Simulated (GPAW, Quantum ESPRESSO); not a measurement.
# Ga K-edge XANES of GaN (P6_3mc), part 5 of 6

Do two independent programs agree on the Ga K edge of GaN (P6_3mc)? The same cell and functional are run with XSpectra and with GPAW.

Quantum ESPRESSO 7.5 and GPAW 26.7.0; core-hole supercells, plane-wave PAW LDA.

So far. Step 10 (Ground state of the crystal (GPAW)): The mesh shows a gap of 1.97 eV, so the hole is first treated in a charged cell, without the excited electron. Step 11 (Spectrum without a core hole, Ga atom 1 (GPAW)): Main maxima below 27 eV (height): 8.8 eV (1.93) and 19.4 eV (1.26). 

The database entry behind the starting cell differs from later determinations by our own check (about 0.3 % short, ideal inner coordinate), so it need not match the best structure at ambient conditions.

## 13. Spectrum with FCH, Ga atom 1 (GPAW)

Level of this step: X-ray absorption from dipole matrix elements to empty bands, plane-wave PAW LDA (GPAW).

The holes are 7.6 Å apart. The excited electron is left out and a uniform background balances the charge. After the field has converged, empty bands are computed with the density fixed and the dipole matrix elements are summed.

Input file xas.py:

```python
import numpy as np
from ase import Atoms
from ase.parallel import parprint, paropen
from gpaw import GPAW, PW, FermiDirac, Mixer, MixerDif, setup_paths
from gpaw.test import gen
setup_paths.insert(0, '.')
gen('Ga', name='fch1s', xcname='LDA', corehole=(1, 0, 1), write_xml=True)
from gpaw.mpi import world
world.barrier()

atoms = Atoms('Ga16N16',
    cell=[[-4.77, 2.75396078, 5.166],
     [4.77, -2.75396078, 5.166],
     [3.18, 5.50792157, -5.166]],
    scaled_positions=[[0.29166667, 0.45833333, 0.25],
     [0.79166667, 0.95833333, 0.25],
     [0.16666667, 0.83333333, 0.5],
     [0.66666667, 0.33333333, 0.5],
     [0.54166667, 0.70833333, 0.75],
     [0.04166667, 0.20833333, 0.75],
     [0.91666667, 0.58333333, 0],
     [0.41666667, 0.08333333, 0],
     [0.20833333, 0.04166667, 0.25],
     [0.70833333, 0.54166667, 0.25],
     [0.08333333, 0.41666667, 0.5],
     [0.58333333, 0.91666667, 0.5],
     [0.45833333, 0.29166667, 0.75],
     [0.95833333, 0.79166667, 0.75],
     [0.83333333, 0.16666667, 0],
     [0.33333333, 0.66666667, 0],
     [0.47916667, 0.64583333, 0.25],
     [0.97916667, 0.14583333, 0.25],
     [0.35416667, 0.02083333, 0.5],
     [0.85416667, 0.52083333, 0.5],
     [0.72916667, 0.89583333, 0.75],
     [0.22916667, 0.39583333, 0.75],
     [0.10416667, 0.77083333, 0],
     [0.60416667, 0.27083333, 0],
     [0.39583333, 0.22916667, 0.25],
     [0.89583333, 0.72916667, 0.25],
     [0.27083333, 0.60416667, 0.5],
     [0.77083333, 0.10416667, 0.5],
     [0.64583333, 0.47916667, 0.75],
     [0.14583333, 0.97916667, 0.75],
     [0.02083333, 0.35416667, 0],
     [0.52083333, 0.85416667, 0]],
    pbc=True)
atoms.calc = calc = GPAW(legacy_gpaw=True, mode=PW(500, force_complex_dtype=True), xc='LDA', setups={0: 'fch1s'},
    kpts={'size': (3, 3, 3), 'gamma': True}, occupations=FermiDirac(0.02),
    charge=0, mixer=Mixer(0.1, 5, 50), maxiter=150,
    convergence={'density': 0.0001, 'eigenstates': 1e-6}, txt='scf.txt')
energy = atoms.get_potential_energy() + calc.get_reference_energy()
ef = calc.get_fermi_level()
out = dict(energy=energy, fermi=ef, forces=atoms.get_forces().tolist())
parprint(f'all-electron energy {energy:.4f} eV, Fermi level {ef:.4f} eV')
ev = np.array([[calc.get_eigenvalues(k, s) for k in range(len(calc.get_ibz_k_points()))] for s in range(calc.get_number_of_spins())])
out['homo'], out['lumo'], out['counts'] = ev[ev < ef].max(), ev[ev > ef].min(), sorted(set((ev < ef).sum((0, 2)).tolist()))
out['filled'] = (ev[:, 0] < ef).sum(1).tolist()

from ase.units import Ha
from gpaw.xas import dipole_matrix_elements
nb = int(calc.get_number_of_electrons() / 2) + 217
top, nb = nb, nb + 8 + nb // 12
nscf = calc.fixed_density(kpts={'size': (3, 3, 3), 'gamma': True}, nbands=nb,
    convergence={'bands': top, 'eigenstates': 5e-3}, maxiter=60, txt='nscf.txt')
cell = atoms.cell.array
ops = [cell.T @ U.T @ np.linalg.inv(cell.T) for U in nscf.wfs.kd.symmetry.op_scc]
filled = [64]  # bands filled in the ground state, by spin
E = np.arange(-6, 34, 0.1)
fwhm = np.interp(E, [4, 25], [1.82, 3.5])
Y, X, zero, highest = 0, 0, 1e9, 1e9
for spin in range(nscf.get_number_of_spins()):
    wfs = nscf.wfs
    mine = wfs.bd.get_slice()  # this rank's bands
    A = dipole_matrix_elements(wfs.setups[0])
    eps = np.zeros((wfs.kd.nibzkpts, nb))
    d = np.zeros((3, A.shape[1], wfs.kd.nibzkpts, nb), complex)
    for kpt in wfs.kpt_u:
        if kpt.s == spin and 0 in kpt.P_ani:
            eps[kpt.k, mine] = kpt.eps_n * Ha
            d[:, :, kpt.k, mine] = (kpt.weight * wfs.nspins / 2) ** 0.5 * np.inner(A, kpt.P_ani[0])
    world.sum(eps)
    world.sum(d)
    T = np.einsum('amkn,bmkn->abkn', d, d.conj()).real
    T = sum(np.einsum('ai,ijkn,bj->abkn', R, T, R) for R in ops) / len(ops)
    empty = np.ones_like(eps, bool) & (np.arange(nb) >= filled[spin])
    zero, highest = min(zero, eps[empty].min()), min(highest, eps[:, top - 1].min())
    lines = [(eps, T, empty)] if spin == 0 else lines + [(eps, T, empty)]
for eps, T, empty in lines:
    f = np.einsum('aakn->akn', T).reshape(3, -1)
    x = eps.ravel() - zero
    w = np.interp(x, E, fwhm) / 2.35482
    g = np.exp(-0.5 * ((E[:, None] - x) / w) ** 2) / (w * (2 * np.pi) ** 0.5)
    Y = Y + (f * empty.ravel()) @ g.T
    X = X + (f * ~empty.ravel()) @ g.T
out.update(E=E.round(2).tolist(), xas=Y.tolist(), xes=X.tolist(), zero=zero, valid=highest - zero, nk=len(eps), nb=nb)
for i in range(0, len(E), 10):
    parprint(f'{E[i]:7.2f}', *(f'{v:10.3e}' for v in Y[:, i]))
import json
with paropen('out.json', 'w') as f:
    json.dump(out, f)
```

Run with:

```console
OMP_NUM_THREADS=1 mpirun -n 4 gpaw python xas.py
```

Numbers of over 12 decimals in the logs are rounded to 6 here.

The program printed:

```text
Input parameters:
  convergence: {density: 0.0001,
                eigenstates: 1e-06}
  kpts: {gamma: True,
         size: (3, 3, 3)}
  maxiter: 150
  mixer: {backend: pulay,
          beta: 0.1,
          method: separate,
          nmaxold: 5,
          weight: 50}
  mode: {ecut: 500.0,
         force_complex_dtype: True,
         name: pw}
  occupations: {fixmagmom: False,
                name: fermi-dirac,
                width: 0.02}
  setups: {0: fch1s}

Initialize ...

[... PAW data sets ...]

Reference energy: -858073.326042  # eV

Spin-paired calculation

[... convergence settings ...]
Symmetries present (total): 1
  [... symmetry matrices ...]

27 k-points: 3 x 3 x 3 Monkhorst-Pack grid
14 k-points in the irreducible part of the Brillouin zone
       k-points in crystal coordinates                weights
   0:     0.00000000    0.00000000    0.00000000          1/27
   1:     0.00000000    0.00000000    0.33333333          2/27
   2:     0.00000000    0.33333333   -0.33333333          2/27
   3:     0.00000000    0.33333333    0.00000000          2/27
   4:     0.00000000    0.33333333    0.33333333          2/27
   5:     0.33333333   -0.33333333   -0.33333333          2/27
   6:     0.33333333   -0.33333333    0.00000000          2/27
   7:     0.33333333   -0.33333333    0.33333333          2/27
   8:     0.33333333    0.00000000   -0.33333333          2/27
   9:     0.33333333    0.00000000    0.00000000          2/27
          ...
  13:     0.33333333    0.33333333    0.33333333          2/27

Wave functions: Plane wave expansion
  Cutoff energy: 500.000 eV
  Number of coefficients (min, max): 9141, 9215
  Pulay-stress correction: 0.000000 eV/Ang^3 (de/decut=0.000000)
  Using FFTW library
  Wavefunction extrapolation:
    Improved wavefunction reuse through dual PAW basis

Occupation numbers: Fermi-Dirac:
  width: 0.0200  # eV

Eigensolver
   Davidson(niter=2)

Densities:
  Coarse grid: 40*40*45 grid
  Fine grid: 80*80*90 grid
  Total Charge: 1.000000

Density mixing:
  Method: separate
  Backend: pulay
  Linear mixing parameter: 0.1
  old densities: 5
  Width of damping distribution: 1.1
  Damping of long wavelength oscillations: 50

[... Hamiltonian set-up ...]
Number of atoms: 32
Number of atomic orbitals: 128
Number of bands in calculation: 81
Number of valence electrons: 128
Bands to converge: occupied

... initialized

Initializing position-dependent things.

Density initialized from atomic densities
Creating initial wave functions:
  81 bands from LCAO basis set

            Ga   N  Ga
                      Ga
         Ga      GaN     Ga

            N      Ga
               N  Ga  NN  Ga
            Ga      Ga      Ga
                 N    Ga N      N
                   N
                 Ga      Ga

                          Ga

Atomic positions and initial magnetic moments

Positions:
   0 Ga     1.590000    0.917987    2.583000    ( 0.0000,  0.0000,  0.0000)
   1 Ga     1.590000    0.917987    7.749000    ( 0.0000,  0.0000,  0.0000)
   2 Ga     4.770000    0.917987    2.583000    ( 0.0000,  0.0000,  0.0000)
   3 Ga    -0.000000    3.671948    2.583000    ( 0.0000,  0.0000,  0.0000)
   4 Ga     3.180000    3.671948    2.583000    ( 0.0000,  0.0000,  0.0000)
   5 Ga     3.180000    3.671948   -2.583000    ( 0.0000,  0.0000,  0.0000)
   6 Ga    -1.590000    0.917987    7.749000    ( 0.0000,  0.0000,  0.0000)
[...]
29 N      6.360000    1.835974    1.937250    ( 0.0000,  0.0000,  0.0000)
  30 N      1.590000   -0.917987    1.937250    ( 0.0000,  0.0000,  0.0000)
  31 N      1.590000   -0.917987    7.103250    ( 0.0000,  0.0000,  0.0000)

Unit cell:
           periodic     x           y           z      points  spacing
  1. axis:    yes   -4.770000    2.753961    5.166000    40     0.1621
  2. axis:    yes    4.770000   -2.753961    5.166000    40     0.1621
  3. axis:    yes    3.180000    5.507922   -5.166000    45     0.1413

  Lengths:   7.551474   7.551474   8.193727
  Angles:  115.551109 115.551109  93.669498

Effective grid spacing dv^(1/3) = 0.1713

iter:   1  -255.200063
iter:   2  -242.692143   -0.95  -0.57
iter:   3  -229.247338   -0.15  -0.68
iter:   4  -229.134994   -1.31  -1.14
iter:   5  -228.851659   -1.94  -1.37
iter:   6  -228.851324   -1.90  -2.02
iter:   7  -228.749721   -2.64  -1.91
iter:   8  -228.757799   -2.72  -2.52
iter:   9  -228.754971c  -2.89  -2.47
iter:  10  -228.748535c  -3.97  -2.50
iter:  11  -228.749944c  -3.62  -2.97
iter:  12  -228.748224c  -4.29  -2.82
iter:  13  -228.748439c  -5.57  -3.52
iter:  14  -228.748242c  -4.91  -3.24
iter:  15  -228.748237c  -6.24c -3.91
iter:  16  -228.748234c  -6.77c -4.03c

Converged after 16 iterations.

Dipole moment: (-0.127568, -0.326531, 0.048133) |e|*Ang

Energy contributions relative to reference atoms: (reference = -858073.326042)

Kinetic:       +456.090979
Potential:     -406.945910
External:        +0.000000
XC:            -277.798939
Entropy (-ST):   -0.000000
Local:           -0.094365
SIC:             +0.000000
--------------------------
Free energy:   -228.748234
Extrapolated:  -228.748234

Showing only first 2 kpts
 Kpt  Band  Eigenvalues  Occupancy
  0    62      6.28510    2.00000
  0    63      6.28970    2.00000
  0    64      8.14006    0.00000
  0    65     10.19552    0.00000

  1    62      5.98060    2.00000
  1    63      6.03979    2.00000
  1    64      9.37060    0.00000
[...]
Fermi level: 7.25725

Gap: 1.850 eV
Transition (v -> c):
  (s=0, k=0, n=63, [0.00, 0.00, 0.00]) -> (s=0, k=0, n=64, [0.00, 0.00, 0.00])
No difference between direct/indirect transitions

Forces in eV/Ang:
  0 Ga   -0.00429    0.00247   -0.16623
  1 Ga   -0.08223    0.04747    0.00203
  2 Ga    0.58911   -0.34038    0.07446
  3 Ga    0.00750    0.61640    0.07756
  4 Ga   -0.00064    0.65882    0.09053
  5 Ga   -0.57088   -0.32885    0.09053
  6 Ga    0.58933   -0.34000    0.07446
[...]
29 N    -0.00732    0.10532    0.16453
 30 N    -0.02433    1.77193    0.79086
 31 N     0.11159   -0.01136    0.01668
Scalar-relativistic atomic LDA calculation for Ga (Gallium, Z=31)
Core hole in 1s state (1s occupation: 1.0)
600 radial gridpoints.
|------------------------------------------------|
|------------------------------------------------|
[... the atom generator's iteration count ...]

Energy contributions:
-------------------------
Kinetic:    +1579.917338
XC:           -64.056343
Potential:  -3074.711888
-------------------------
Total:      -1558.850893

state      eigenvalue         ekin         rmax
-----------------------------------------------
1s^1.0 :  -388.741484   489.682052        0.032
2s^2.0 :   -49.583735    96.650470        0.179
2p^6.0 :   -44.241157    95.698510        0.142
3s^2.0 :    -6.342800    22.075605        0.550
3p^6.0 :    -4.562405    20.108727        0.544
3d^10.0:    -1.437339    15.083525        0.500
4s^2.0 :    -0.729245     2.681465        1.725
4p^1.0 :    -0.423197     1.741532        2.075
-----------------------------------------------
(units: Bohr and Hartree)

Generating PAW setup
Kinetic energy of the core from tauc = 1587.646789
Cutoffs:
rc(s)=2.200
rc(p)=2.200
rc(d)=2.200
rc(vbar)=1.980
rc(comp)=2.200
rc(nct)=2.200

Kinetic energy of the core states: 1572.812876
Charge: 1.0
Core electrons: 27.0
Valence electrons: 3.0
Pseudo-core charge: 1.215894
Shape function alpha=2.066
Pseudo-electron charge 4.660881
state    eigenvalue         norm
--------------------------------
4s(2) :    -0.729245     1.209524
*s    :     0.270755
4p(1) :    -0.423197     1.025939
*p    :     0.576803
*d    :     0.000000
--------------------------------

Diagonalizing with gridspacing h=0.050

state   all-electron     PAW
-------------------------------
4s:      -0.729245    -0.729478
4p:      -0.423197    -0.423398
*d:                   -0.111370
*f:                   -0.021469
-------------------------------
all-electron energy -858302.0743 eV, Fermi level 7.2572 eV
[...]
31.00  1.158e-07  1.168e-07  7.912e-08
  32.00  9.609e-08  9.654e-08  6.665e-08
  33.00  6.653e-08  6.657e-08  4.763e-08
```

Elapsed: 7.2 min, on 4 MPI ranks of Arm Neoverse V1, shared host; peak memory 0.92 GiB.

The Ga K spectrum, Ga atom 1, full core hole (charged cell) (energy from the lowest empty level; intensity scaled to a mean of 1 over the first 20 eV; polarised curves are means over the symmetry-equivalent atoms):

| E (eV) | isotropic | ε ⊥ c | ε ∥ c |
| --- | --- | --- | --- |
| -2.0 | 0.00 | 0.00 | 0.00 |
| -1.5 | 0.00 | 0.00 | 0.00 |
| -1.0 | 0.00 | 0.00 | 0.00 |
| -0.5 | 0.00 | 0.00 | 0.00 |
| 0.0 | 0.01 | 0.01 | 0.01 |
| 0.5 | 0.03 | 0.04 | 0.03 |
| 1.0 | 0.12 | 0.13 | 0.10 |
| 1.5 | 0.35 | 0.38 | 0.29 |
| 2.0 | 0.73 | 0.78 | 0.63 |
| 2.5 | 1.13 | 1.19 | 1.03 |
| 3.0 | 1.34 | 1.37 | 1.28 |
| 3.5 | 1.28 | 1.26 | 1.30 |
| 4.0 | 1.13 | 1.06 | 1.28 |
| 4.5 | 1.10 | 0.95 | 1.40 |
| 5.0 | 1.21 | 0.99 | 1.66 |
| 5.5 | 1.38 | 1.14 | 1.85 |
| 6.0 | 1.52 | 1.36 | 1.86 |
| 6.5 | 1.69 | 1.65 | 1.76 |
| 7.0 | 1.87 | 2.00 | 1.60 |
| 7.5 | 1.96 | 2.25 | 1.39 |
| 8.0 | 1.86 | 2.24 | 1.11 |
| 8.5 | 1.60 | 1.96 | 0.87 |
| 9.0 | 1.31 | 1.60 | 0.75 |
| 9.5 | 1.12 | 1.29 | 0.80 |
| 10.0 | 1.04 | 1.08 | 0.97 |
| 10.5 | 1.02 | 0.95 | 1.17 |
| 11.0 | 1.00 | 0.85 | 1.29 |
| 11.5 | 0.92 | 0.76 | 1.25 |
| 12.0 | 0.81 | 0.67 | 1.09 |
| 12.5 | 0.70 | 0.59 | 0.90 |
| 13.0 | 0.61 | 0.54 | 0.75 |
| 13.5 | 0.56 | 0.50 | 0.69 |
| 14.0 | 0.55 | 0.49 | 0.69 |
| 14.5 | 0.58 | 0.50 | 0.73 |
| 15.0 | 0.63 | 0.54 | 0.80 |
| 15.5 | 0.69 | 0.61 | 0.87 |
| 16.0 | 0.76 | 0.68 | 0.93 |
| 16.5 | 0.83 | 0.75 | 0.98 |
| 17.0 | 0.89 | 0.83 | 1.01 |
| 17.5 | 0.95 | 0.91 | 1.03 |
| 18.0 | 1.00 | 0.98 | 1.02 |
| 18.5 | 1.02 | 1.04 | 0.98 |
| 19.0 | 1.02 | 1.07 | 0.91 |
| 19.5 | 0.98 | 1.06 | 0.82 |
| 20.0 | 0.94 | 1.04 | 0.75 |
| 20.5 | 0.90 | 1.00 | 0.70 |
| 21.0 | 0.86 | 0.95 | 0.67 |
| 21.5 | 0.83 | 0.91 | 0.67 |
| 22.0 | 0.80 | 0.86 | 0.68 |
| 22.5 | 0.77 | 0.80 | 0.69 |
| 23.0 | 0.74 | 0.76 | 0.72 |
| 23.5 | 0.73 | 0.72 | 0.75 |
| 24.0 | 0.73 | 0.69 | 0.81 |
| 24.5 | 0.74 | 0.68 | 0.87 |
| 25.0 | 0.76 | 0.68 | 0.92 |
| 25.5 | 0.77 | 0.68 | 0.95 |
| 26.0 | 0.78 | 0.69 | 0.96 |
| 26.5 | 0.78 | 0.71 | 0.93 |
| 27.0 | 0.77 | 0.72 | 0.88 |
| 27.5 | 0.75 | 0.72 | 0.80 |

Main maxima below 27 eV (height): 3.2 eV (1.34), 7.6 eV (1.96), 18.6 eV (1.02) and 26.2 eV (0.78). 

[end of part 5 of 6]

[Banner, clock and machine lines of the logs are left out without a mark of their own.]

[Logs are printed without paths, hosts, clocks, repeated set-up lines and the standing remarks that a program may print on its own settings, such as how far it seeks lower states.]

[Hosts, paths, dates, database ids (printed as entryN), source tags and the programs' standing remarks are cut or masked in the printed files.]

[Lists of maxima count a maximum above −3 eV only where it reaches 4 % of the highest in the window and stands out from its surroundings by 2 % of it (1.5 % where it reaches 55 %); shoulders and weaker maxima are passed over, and of the rest the first, up to two pre-edge ones and the few strongest are named.]
